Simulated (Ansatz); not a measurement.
Sb (honeycomb bilayer), computed twice by G0W0.

The cell holds 4 atoms: 4 Sb. Cell: a = 4.010 Å, b = 4.010 Å, c = 37.400 Å, α = 90.0°, β = 90.0°, γ = 120.0°. Regions: layer 1 (Sb-hc), 2 atoms (2 Sb); layer 2 (Sb-hc), 2 atoms (2 Sb). Vacuum lies along c.

```
Sb
1.0
     4.01034    0.00000    0.00000
    -2.00517    3.47306    0.00000
     0.00000    0.00000   37.40000
Sb
4
Direct
  0.33333 0.66667 0.44871
  0.66667 0.33333 0.40477
  0.66667 0.33333 0.59523
  0.33333 0.66667 0.55129
```

The structure was relaxed with PBEsol-D3(BJ). The runs that relaxed it are not among those shown. Spin-orbit coupling is left out unless a run names it.

The first (Ansatz 0.2.0; start PBEsol, 6×6×1 mesh, 768 empty bands, screening to 75 eV, PAW set soft_1 files; 4 threads of Arm Neoverse V2, shared host) gave, on its mesh: starting gap 0.71 eV, G0W0 gap 1.25 eV, mean of 1 + 4πα/V (set by the cell height) 4.40, 18 min.

The second gave: starting gap 0.71 eV, G0W0 gap 1.08 eV, mean of 1 + 4πα/V (set by the cell height) 4.49, 2.8 min.

**Question.** What was changed in the input? Choose among start, files, mesh, bands and cutoff, frequency model or another key.

Changed: empty bands from 768 to 310 and screening cutoff (eV) from 75.0 to 41. The starting gap stayed, which rules out the functional and points to the GW step. Other changes could give like numbers; this is the one that was made.

Limits: not at the basis limit; coarse mesh for a sheet; no spin-orbit coupling.

[Paths, hosts, dates, memory and timing lines, banners, echoed tables and standing remarks are left out of the program output.]

[Logs are printed without paths, hosts, clocks, repeated set-up lines and the standing remarks that a program may print on its own settings, such as how far it seeks lower states.]

[Runs of the session that timed out or met a known fault of the program may be left out.]

[Cells called generated may have been cut or substituted from an entry of the Crystallography Open Database or the Materials Project.]

[Hosts, paths, dates, database ids (printed as entryN), source tags and the programs' standing remarks are cut or masked in the printed files.]
